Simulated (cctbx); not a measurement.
## Y5Si10Sn4 across an absorption edge

Space group P4/mbm (no. 127), a = 13.3350 Å, b = 13.3350 Å, c = 4.4820 Å, α = 90.00°, β = 90.00°, γ = 90.00°.

| atom | mult. | x | y | z | Ueq (Å²) |
| --- | --- | --- | --- | --- | --- |
| Sn1 | 8 | 0.9768 | 0.7540 | 0 | 0.0083 |
| Y1 | 4 | 0.6173 | 0.8827 | 1/2 | 0.0109 |
| Y2 | 4 | 0.8232 | 0.6768 | 1/2 | 0.0108 |
| Y3 | 2 | 0 | 0 | 0 | 0.0105 |
| Si1 | 8 | 0.9993 | 0.8418 | 1/2 | 0.0147 |
| Si2 | 8 | 0.7985 | 0.8354 | 0 | 0.0130 |
| Si3 | 4 | 0.9363 | 0.5637 | 0 | 0.0127 |

The model is made up (kin elements in a known structure type, no relaxation), so it says nothing on whether the phase exists.

Calculated with cctbx: free-atom f′ and f″ from the Sasaki tables, no fine structure; amplitudes in electrons.

```csv
E (eV),F 0 2 1,F 2 1 0,F 3 2 0,F 3 1 1
16438,62.3,54.6,113.9,76.4
16788,59.2,54.4,110.9,75.2
16918,56.4,54.3,108.3,74.1
16978,53.7,54.2,105.7,73.1
17008,51.0,54.0,103.2,72.1
17023,48.4,53.9,100.8,71.2
17030,46.2,53.8,98.6,70.3
17034,43.9,53.7,96.5,69.5
17042,42.7,53.6,94.3,68.4
17046,46.8,53.8,98.3,70.0
17053,49.7,53.9,101.2,71.1
17068,52.7,54.0,104.0,72.3
17098,55.6,54.2,106.8,73.4
17188,59.4,54.3,110.4,74.8
17438,63.3,54.5,114.2,76.3
```

**Question.** Which edge is crossed, and why do the reflections move as they do?

The K edge of Y. The edge is at 17038 eV. f′ of Y falls from -4.4 e at 16918 eV to -7.6 e at 4 eV below it, and f″ steps from 0.53 to 3.75 e across it. Over that approach |F| changes by -22 % (0 2 1), -1 % (2 1 0), -11 % (3 2 0) and -6 % (3 1 1): a reflection falls where Y scatters in phase with the total and rises where it scatters against it; it hardly moves where the Y term is small or cancels by symmetry. Above the edge the larger f″ enters the imaginary part, where it can add to or cancel the other atoms' f″. The structure is centrosymmetric, so Friedel mates stay equal.

[Logs are printed without paths, hosts, clocks, repeated set-up lines and the standing remarks that a program may print on its own settings, such as how far it seeks lower states.]
